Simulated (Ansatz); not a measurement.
# Direct or indirect: CsPbBr3 (Pm-3m)

```
Pb Cs Br
1.0
     5.87000    0.00000    0.00000
     0.00000    5.87000    0.00000
     0.00000    0.00000    5.87000
Pb Cs Br
1 1 3
Direct
  0.50000 0.50000 0.50000
  0.00000 0.00000 0.00000
  0.50000 0.50000 0.00000
  0.50000 0.00000 0.50000
  0.00000 0.50000 0.50000
```

Method: Ansatz, r2SCAN, independent particles, without spin-orbit coupling, line width 0.1 eV (Gaussian). The band structure gives a fundamental gap of 1.89 eV. The spectrum of vertical transitions near the edge:

| E (eV) | Im ε, E ∥ xyz |
| --- | --- |
| 1.44 | 0.00 |
| 1.56 | 0.00 |
| 1.68 | 0.00 |
| 1.80 | 0.02 |
| 1.92 | 0.22 |
| 2.04 | 0.49 |
| 2.16 | 0.69 |
| 2.28 | 0.85 |
| 2.40 | 1.01 |
| 2.52 | 1.19 |
| 2.64 | 1.38 |
| 2.76 | 1.62 |
| 2.88 | 1.91 |
| 3.00 | 2.30 |
| 3.12 | 2.95 |

Is the gap direct or indirect, and about where do vertical transitions set in?

Direct: the band path has its least direct gap at the fundamental one, 1.89 eV, and the curves rise from there. Lines are broadened by 0.1 eV, which spreads the edge.

[Logs are printed without paths, hosts, clocks, repeated set-up lines and the standing remarks that a program may print on its own settings, such as how far it seeks lower states.]
